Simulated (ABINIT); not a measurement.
**CrF6 (R-3): changed settings of a GW run in ABINIT**

What do changed inputs do to GW on CrF6 (R-3)?

Program: ABINIT 10.8.3. Level of theory: LDA and many-body steps on it, plane waves. Results are calculated unless marked as measured.

## Step 1: Set-up

Symmetry: R-3, No. 148, trigonal system. Conventional cell: a = 4.805 Å, b = 4.805 Å, c = 13.108 Å, α = 90.00°, β = 90.00°, γ = 120.00°. Nearest to Cr lie 6 F at 1.74 Å. Nearest to F lie 1 Cr at 1.74 Å. Farther neighbours and most contacts between anions are not listed.

The cell and positions are those that the Materials Project relaxed with its own functionals (PBE, PBE+U or r2SCAN), kept fixed.

## Step 2: Screening, 2×2×2 mesh, 57 bands, screening to 87.1 eV

This step: ABINIT 10.8.3; RPA screening on LDA, plane waves, norm-conserving pseudopotentials.

The RPA dielectric matrix is built and inverted for each q.

run.abi

```
acell 3*1.0 Angstrom
rprim 
  2.402403871812 1.387028522093 4.369215055800
  -2.402403871812 1.387028522093 4.369215055800
  0.000000000000 -2.774057044186 4.369215055800
ntypat 2
znucl 24 9
natom 7
typat 1 2 2 2 2 2 2
xred 
  0.000000000000 0.000000000000 0.000000000000
  0.368598720000 0.081843300000 0.779004130000
  0.081843300000 0.779004130000 0.368598720000
  0.220995870000 0.631401280000 0.918156700000
  0.918156700000 0.220995870000 0.631401280000
  0.631401280000 0.918156700000 0.220995870000
  0.779004130000 0.368598720000 0.081843300000
pp_dirpath "pseudos"
pseudos "Cr.upf, F.upf"
ecut 43
ngkpt 2 2 2
nshiftk 1
shiftk 0 0 0
kptopt 1
chksymbreak 0
istwfk *1
occopt 1
irdwfk 1
optdriver 3
nband 57
ecuteps 3.2
inclvkb 2
awtr 1
symchi 1
indata_prefix "in"
outdata_prefix "out"
tmpdata_prefix "tmp"
```

Launch:

```console
OMP_NUM_THREADS=1 mpirun -n 4 abinit run.abi > log
```

Output:

```text
.Version 10.8.3 of ABINIT. v10.8.2 released Aug 2026.

 Symmetries : space group R-3 (#148); Bravais hR (rhombohedral)
[... echo of the input left out ...]
== DATASET  1 ==================================================================
-   mpi_nproc: 4, omp_nthreads: 1 (-1 if OMP is not activated)

--- !DatasetInfo
iteration_state: {dtset: 1, }
dimensions: {natom: 7, nkpt: 4, mband: 57, nsppol: 1, nspinor: 1, nspden: 1, mpw: 7993, }
cutoff_energies: {ecut:  43.0, pawecutdg:  -1.0, }
electrons: {nelect:   5.60000000E+01, charge:   0.00000000E+00, occopt:   1.00000000E+00, tsmear:   1.00000000E-02, }

 SCREENING: Calculation of the susceptibility and dielectric matrices

 Based on a program developped by R.W. Godby, V. Olevano, G. Onida, and L. Reining.
 Incorporated in ABINIT by V. Olevano, G.-M. Rignanese, and M. Torrent.
.Using double precision arithmetic ; gwpc =  8

[... cell and pseudopotentials left out ...]
--------------------------------------------------------------------------------

 ==== K-mesh for the wavefunctions ====
 Number of points in the irreducible wedge :     4
[... list of points left out ...]
 Together with  6 symmetry operations and time-reversal symmetry
 yields     8 points in the full Brillouin Zone.

 ==== Q-mesh for the screening function ====
 Number of points in the irreducible wedge :     4
[... list of points left out ...]
 Together with  6 symmetry operations and time-reversal symmetry
 yields     8 points in the full Brillouin Zone.

 setmesh: FFT mesh size selected  =    40x   40x   40
          total number of points  =        64000

 vcoul_init : cutoff-mode = AUXILIARY_FUNCTION
 q-points for optical limit:   1
     1)      0.000010    0.000020    0.000030

- screening: taking advantage of time-reversal symmetry
- Maximum band index for partially occupied states nbvw = 28
- Remaining bands to be divided among processors   nbcw = 29
- Number of bands treated by each node ~7

 Number of electrons calculated from density =   56.0000; Expected =   56.0000
 average of density, n =  0.094996
 r_s =    1.3596
 omega_plasma =   29.7309 [eV]

 calculating chi0 at frequencies [eV] :
  1    0.000000E+00    0.000000E+00
  2    0.000000E+00    2.973091E+01

--------------------------------------------------------------------------------
  q-point number  1        q = ( 0.000000, 0.000000, 0.000000) [r.l.u.]
--------------------------------------------------------------------------------
[... chi0 elements left out ...]
 For q-point:  0.000010 0.000020 0.000030
  dielectric constant =   3.4545
  dielectric constant without local fields =   6.3509

  Average fulfillment of the sum rule on Im[epsilon] for q-point    1 :     19.56  [%]
[... wings left out ...]
  q-point number  2        q = ( 0.500000, 0.000000, 0.000000) [r.l.u.]
--------------------------------------------------------------------------------
[... chi0 elements left out ...]
  Average fulfillment of the sum rule on Im[epsilon] for q-point    2 :     25.39  [%]

 [... 2 further q-points ...]
```

The job ended after 22 s (4 MPI ranks of Arm Neoverse N1, shared host; peak memory 1.1 GiB).

This step gave:

| Item | Value |
| --- | --- |
| ε∞ with local fields, on this mesh, along the program's q direction | 3.454 |
| the same without local fields | 6.351 |
| plasma frequency | 29.73 eV |
| plane waves in the screening matrix | 169 |

Local fields lower ε∞ by 46 %. On a Γ-centred mesh this coarse the value itself is usually too large, while a short band sum pulls it down.

## Step 3: Base

The self-energy is evaluated for the states that the input lists, and the levels follow from it, in one-shot runs by the linearised quasiparticle equation.

This step: G0W0 on LDA, plane waves, norm-conserving pseudopotentials.

run.abi: that of step 2 with these lines changed.

```diff
@@ -28,8 +28,17 @@
 irdwfk 1
-optdriver 3
+optdriver 4
 nband 57
+gwcalctyp 0
+ecutsigx 43
+symsigma 1
+nkptgw 2
+kptgw 
+  0.5000000000 0.5000000000 0.0000000000
+  0.0000000000 0.0000000000 0.0000000000
+bdgw 
+  27 30
+  27 31
 ecuteps 3.2
-inclvkb 2
-awtr 1
-symchi 1
+irdscr 1
+ppmodel 1
 indata_prefix "in"
```

Output:

```text
.Version 10.8.3 of ABINIT. v10.8.2 released Aug 2026.

 Symmetries : space group R-3 (#148); Bravais hR (rhombohedral)
[... echo of the input left out ...]
== DATASET  1 ==================================================================
-   mpi_nproc: 4, omp_nthreads: 1 (-1 if OMP is not activated)

--- !DatasetInfo
iteration_state: {dtset: 1, }
dimensions: {natom: 7, nkpt: 4, mband: 57, nsppol: 1, nspinor: 1, nspden: 1, mpw: 7993, }
cutoff_energies: {ecut:  43.0, pawecutdg:  -1.0, }
electrons: {nelect:   5.60000000E+01, charge:   0.00000000E+00, occopt:   1.00000000E+00, tsmear:   1.00000000E-02, }

 SIGMA: Calculation of the GW corrections

 Based on a program developped by R.W. Godby, V. Olevano, G. Onida, and L. Reining.
 Incorporated in ABINIT by V. Olevano, G.-M. Rignanese, and M. Torrent.
.Using double precision arithmetic ; gwpc =  8

[... cell and pseudopotentials left out ...]
--------------------------------------------------------------------------------

 ==== K-mesh for the wavefunctions ====
 Number of points in the irreducible wedge :     4
[... list of points left out ...]
 Together with  6 symmetry operations and time-reversal symmetry
 yields     8 points in the full Brillouin Zone.

 ==== Q-mesh for screening function ====
 Number of points in the irreducible wedge :     4
[... list of points left out ...]
 Together with  6 symmetry operations and time-reversal symmetry
 yields     8 points in the full Brillouin Zone.

 vcoul_init : cutoff-mode = AUXILIARY_FUNCTION
 q-points for optical limit:   1
     1)      0.000010    0.000020    0.000030
 setmesh: FFT mesh size selected  =    60x   60x   60
          total number of points  =       216000

 Number of electrons calculated from density =   56.0000; Expected =   56.0000
 average of density, n =  0.094996
 r_s =    1.3596
 omega_plasma =   29.7309 [eV]

 === KS Band Gaps ===
  >>>> For spin  1
   Minimum direct gap =   1.9560 [eV], located at k-point      :   0.5000  0.5000  0.0000
   Fundamental gap    =   1.8994 [eV], Top of valence bands at :   0.5000  0.5000  0.0000
                                       Bottom of conduction at :   0.0000  0.0000  0.0000
 SIGMA fundamental parameters:
 PLASMON POLE MODEL  1
 number of plane-waves for SigmaX                 7993
 number of plane-waves for SigmaC and W            169
 number of plane-waves for wavefunctions          7993
 number of bands                                    57
 number of independent spin polarizations            1
 number of spinorial components                      1
 number of k-points in IBZ                           4
 number of q-points in IBZ                           4
 number of symmetry operations                       6
 number of k-points in BZ                            8
 number of q-points in BZ                            8
 number of frequencies for dSigma/dE                 9
 frequency step for dSigma/dE [eV]                0.25
 number of omega for Sigma on real axis              0
 max omega for Sigma on real axis  [eV]           0.00
 zcut for avoiding poles [eV]                     0.10

 EPSILON^-1 parameters (SCR file):
 dimension of the eps^-1 matrix on file            169
 dimension of the eps^-1 matrix used               169
 number of plane-waves for wavefunctions          7993
 number of bands                                    57
 number of q-points in IBZ                           4
 number of frequencies                               2
 number of real frequencies                          1
 number of imag frequencies                          1

 matrix elements of self-energy operator (all in [eV])

 Perturbative Calculation

--- !SelfEnergy_ee
iteration_state: {dtset: 1, }
kpoint     : [   0.500,    0.500,    0.000, ]
spin       : 1
KS_gap     :    1.956
QP_gap     :    5.036
Delta_QP_KS:    3.080
data: !SigmaeeData |
     Band     E0 <VxcDFT>   SigX SigC(E0)      Z dSigC/dE  Sig(E)    E-E0       E
       27  -3.028 -22.826 -29.685   6.267   0.719  -0.391 -23.252  -0.426  -3.454
       28  -2.883 -23.070 -29.912   6.242   0.720  -0.389 -23.502  -0.432  -3.315
       29  -0.927 -24.815 -18.495  -2.738   0.739  -0.352 -22.166   2.648   1.721
       30  -0.734 -25.021 -19.066  -2.408   0.737  -0.357 -22.407   2.614   1.879

--- !SelfEnergy_ee
iteration_state: {dtset: 1, }
kpoint     : [   0.000,    0.000,    0.000, ]
spin       : 1
KS_gap     :    2.100
QP_gap     :    5.158
Delta_QP_KS:    3.058
data: !SigmaeeData |
     Band     E0 <VxcDFT>   SigX SigC(E0)      Z dSigC/dE  Sig(E)    E-E0       E
       27  -3.084 -22.848 -29.627   6.212   0.719  -0.391 -23.256  -0.408  -3.492
       28  -3.084 -22.848 -29.627   6.212   0.719  -0.391 -23.256  -0.408  -3.492
       29  -0.984 -24.801 -18.412  -2.808   0.740  -0.352 -22.151   2.650   1.666
       30  -0.771 -25.107 -19.040  -2.499   0.736  -0.358 -22.480   2.627   1.855
       31  -0.771 -25.107 -19.040  -2.499   0.736  -0.358 -22.480   2.627   1.855

== END DATASET(S) ==============================================================
================================================================================

 -outvars: echo values of variables after computation  --------
           etotal      0.0000000000E+00
            nband          57
             nkpt           4
          spgroup         148
 [... the other variables as echoed above ...]

 Calculation completed.
```

Run time: 8.4 s. Hardware: 4 MPI ranks; peak memory 0.8 GiB; 33 s of CPU time.

Numbers from this step:

* G0W0 gap on the points computed: 4.981 eV
* starting gap on the mesh: 1.899 eV
* k of the valence top: 0.5, 0.5, 0
* k of the conduction bottom: 0, 0, 0
* Z at the valence top: 0.72
* Z at the conduction bottom: 0.74
* least direct G0W0 gap on the computed points: 5.036 eV

The gap on the mesh goes from 1.90 eV to 4.98 eV, a correction of +3.08 eV.

## Step 4: Smaller part of the screening matrix

run.abi: that of step 3 with these lines changed.

```diff
@@ -40,3 +40,3 @@
   27 31
-ecuteps 3.2
+ecuteps 0.8
 irdscr 1
```

Output:

```text
.Version 10.8.3 of ABINIT. v10.8.2 released Aug 2026.

 Symmetries : space group R-3 (#148); Bravais hR (rhombohedral)
[... echo of the input left out ...]
== DATASET  1 ==================================================================
-   mpi_nproc: 4, omp_nthreads: 1 (-1 if OMP is not activated)

--- !DatasetInfo
iteration_state: {dtset: 1, }
dimensions: {natom: 7, nkpt: 4, mband: 57, nsppol: 1, nspinor: 1, nspden: 1, mpw: 7993, }
cutoff_energies: {ecut:  43.0, pawecutdg:  -1.0, }
electrons: {nelect:   5.60000000E+01, charge:   0.00000000E+00, occopt:   1.00000000E+00, tsmear:   1.00000000E-02, }

 SIGMA: Calculation of the GW corrections

 Based on a program developped by R.W. Godby, V. Olevano, G. Onida, and L. Reining.
 Incorporated in ABINIT by V. Olevano, G.-M. Rignanese, and M. Torrent.
.Using double precision arithmetic ; gwpc =  8

[... cell and pseudopotentials left out ...]
--------------------------------------------------------------------------------

 ==== K-mesh for the wavefunctions ====
 Number of points in the irreducible wedge :     4
[... list of points left out ...]
 Together with  6 symmetry operations and time-reversal symmetry
 yields     8 points in the full Brillouin Zone.

 ==== Q-mesh for screening function ====
 Number of points in the irreducible wedge :     4
[... list of points left out ...]
 Together with  6 symmetry operations and time-reversal symmetry
 yields     8 points in the full Brillouin Zone.

 vcoul_init : cutoff-mode = AUXILIARY_FUNCTION
 q-points for optical limit:   1
     1)      0.000010    0.000020    0.000030
 setmesh: FFT mesh size selected  =    60x   60x   60
          total number of points  =       216000

 Number of electrons calculated from density =   56.0000; Expected =   56.0000
[...]
number of omega for Sigma on real axis              0
 max omega for Sigma on real axis  [eV]           0.00
 zcut for avoiding poles [eV]                     0.10

 EPSILON^-1 parameters (SCR file):
 dimension of the eps^-1 matrix on file            169
 dimension of the eps^-1 matrix used                15
 number of plane-waves for wavefunctions          7993
 number of bands                                    57
 number of q-points in IBZ                           4
 number of frequencies                               2
 number of real frequencies                          1
 number of imag frequencies                          1

 matrix elements of self-energy operator (all in [eV])

 Perturbative Calculation

--- !SelfEnergy_ee
iteration_state: {dtset: 1, }
kpoint     : [   0.500,    0.500,    0.000, ]
spin       : 1
KS_gap     :    1.956
QP_gap     :    7.862
Delta_QP_KS:    5.906
data: !SigmaeeData |
     Band     E0 <VxcDFT>   SigX SigC(E0)      Z dSigC/dE  Sig(E)    E-E0       E
       27  -3.028 -22.826 -29.685   3.640   0.821  -0.217 -25.470  -2.644  -5.672
       28  -2.883 -23.070 -29.912   3.621   0.823  -0.215 -25.721  -2.651  -5.534
       29  -0.927 -24.815 -18.495  -2.423   0.836  -0.197 -21.559   3.256   2.329
[...]
--- !SelfEnergy_ee
iteration_state: {dtset: 1, }
kpoint     : [   0.000,    0.000,    0.000, ]
spin       : 1
KS_gap     :    2.100
QP_gap     :    7.986
Delta_QP_KS:    5.886
data: !SigmaeeData |
     Band     E0 <VxcDFT>   SigX SigC(E0)      Z dSigC/dE  Sig(E)    E-E0       E
[...]
30  -0.771 -25.107 -19.040  -2.353   0.835  -0.198 -22.007   3.100   2.329
       31  -0.771 -25.107 -19.040  -2.353   0.835  -0.198 -22.007   3.100   2.329

== END DATASET(S) ==============================================================
================================================================================

 -outvars: echo values of variables after computation  --------
           etotal      0.0000000000E+00
            nband          57
             nkpt           4
          spgroup         148
 [... the other variables as echoed above ...]

 Calculation completed.
```

It took 6.2 s on 4 MPI ranks; peak memory 0.67 GiB.

This step gave:

| Quantity | Value |
| --- | --- |
| G0W0 gap on the points computed | 7.825 eV |
| starting gap on the mesh | 1.899 eV |
| k of the valence top | 0.5, 0.5, 0 |
| k of the conduction bottom | 0.5, 0.5, 0 |
| Z at the valence top | 0.823 |
| Z at the conduction bottom | 0.834 |
| least direct G0W0 gap on the computed points | 7.825 eV |

## Step 5: Fewer bands in the self-energy

run.abi: that of step 4 with these lines changed.

```diff
@@ -29,3 +29,3 @@
 optdriver 4
-nband 57
+nband 38
 gwcalctyp 0
@@ -40,3 +40,3 @@
   27 31
-ecuteps 0.8
+ecuteps 3.2
 irdscr 1
```

Output:

```text
.Version 10.8.3 of ABINIT. v10.8.2 released Aug 2026.

 Symmetries : space group R-3 (#148); Bravais hR (rhombohedral)
[... echo of the input left out ...]
== DATASET  1 ==================================================================
-   mpi_nproc: 4, omp_nthreads: 1 (-1 if OMP is not activated)

--- !DatasetInfo
iteration_state: {dtset: 1, }
dimensions: {natom: 7, nkpt: 4, mband: 38, nsppol: 1, nspinor: 1, nspden: 1, mpw: 7993, }
cutoff_energies: {ecut:  43.0, pawecutdg:  -1.0, }
electrons: {nelect:   5.60000000E+01, charge:   0.00000000E+00, occopt:   1.00000000E+00, tsmear:   1.00000000E-02, }

 SIGMA: Calculation of the GW corrections

 Based on a program developped by R.W. Godby, V. Olevano, G. Onida, and L. Reining.
 Incorporated in ABINIT by V. Olevano, G.-M. Rignanese, and M. Torrent.
.Using double precision arithmetic ; gwpc =  8

[... cell and pseudopotentials left out ...]
--------------------------------------------------------------------------------

 ==== K-mesh for the wavefunctions ====
 Number of points in the irreducible wedge :     4
[... list of points left out ...]
 Together with  6 symmetry operations and time-reversal symmetry
 yields     8 points in the full Brillouin Zone.

 ==== Q-mesh for screening function ====
 Number of points in the irreducible wedge :     4
[... list of points left out ...]
 Together with  6 symmetry operations and time-reversal symmetry
 yields     8 points in the full Brillouin Zone.

 vcoul_init : cutoff-mode = AUXILIARY_FUNCTION
 q-points for optical limit:   1
     1)      0.000010    0.000020    0.000030
 setmesh: FFT mesh size selected  =    60x   60x   60
          total number of points  =       216000

 Number of electrons calculated from density =   56.0000; Expected =   56.0000
[...]
number of omega for Sigma on real axis              0
 max omega for Sigma on real axis  [eV]           0.00
 zcut for avoiding poles [eV]                     0.10

 EPSILON^-1 parameters (SCR file):
 dimension of the eps^-1 matrix on file            169
 dimension of the eps^-1 matrix used               169
 number of plane-waves for wavefunctions          7993
 number of bands                                    57
 number of q-points in IBZ                           4
 number of frequencies                               2
 number of real frequencies                          1
 number of imag frequencies                          1

 matrix elements of self-energy operator (all in [eV])

 Perturbative Calculation

--- !SelfEnergy_ee
iteration_state: {dtset: 1, }
kpoint     : [   0.500,    0.500,    0.000, ]
spin       : 1
KS_gap     :    1.956
QP_gap     :    5.080
Delta_QP_KS:    3.124
data: !SigmaeeData |
     Band     E0 <VxcDFT>   SigX SigC(E0)      Z dSigC/dE  Sig(E)    E-E0       E
       27  -3.028 -22.826 -29.685   6.501   0.722  -0.385 -23.085  -0.259  -3.287
       28  -2.883 -23.070 -29.912   6.487   0.723  -0.383 -23.327  -0.257  -3.140
       29  -0.927 -24.815 -18.495  -2.459   0.743  -0.346 -21.947   2.867   1.940
[...]
--- !SelfEnergy_ee
iteration_state: {dtset: 1, }
kpoint     : [   0.000,    0.000,    0.000, ]
spin       : 1
KS_gap     :    2.100
QP_gap     :    5.202
Delta_QP_KS:    3.102
data: !SigmaeeData |
     Band     E0 <VxcDFT>   SigX SigC(E0)      Z dSigC/dE  Sig(E)    E-E0       E
[...]
30  -0.771 -25.107 -19.040  -2.211   0.740  -0.352 -22.255   2.852   2.081
       31  -0.771 -25.107 -19.040  -2.211   0.740  -0.352 -22.255   2.852   2.081

== END DATASET(S) ==============================================================
================================================================================

 -outvars: echo values of variables after computation  --------
           etotal      0.0000000000E+00
            nband          38
             nkpt           4
          spgroup         148
 [... the other variables as echoed above ...]

 Calculation completed.
```

Wall time 9 s (4 MPI ranks); peak memory 0.81 GiB.

Numbers from this step:

* G0W0 gap on the points computed: 5.012 eV
* starting gap on the mesh: 1.899 eV
* k of the valence top: 0.5, 0.5, 0
* k of the conduction bottom: 0, 0, 0
* Z at the valence top: 0.723
* Z at the conduction bottom: 0.743
* least direct G0W0 gap on the computed points: 5.08 eV

(Part 1 of 2 ends here.)

[Paths, hosts, dates, memory and timing lines, banners, echoed tables and standing remarks are left out of the program output.]

[Logs are printed without paths, hosts, clocks, repeated set-up lines and the standing remarks that a program may print on its own settings, such as how far it seeks lower states.]

[Runs of the session that timed out or met a known fault of the program may be left out.]

[Hosts, paths, dates, database ids (printed as entryN), source tags and the programs' standing remarks are cut or masked in the printed files.]

[G0W0 gaps are taken among the corrected bands and points alone; a level outside them can change the order at an edge.]

[Where Ansatz stands beside ABINIT at settings called matched, ABINIT's density can come from a denser mesh and the files from another edition; pairs whose starting gaps differed by over 0.03 eV were left out, so agreement reads better than it is.]
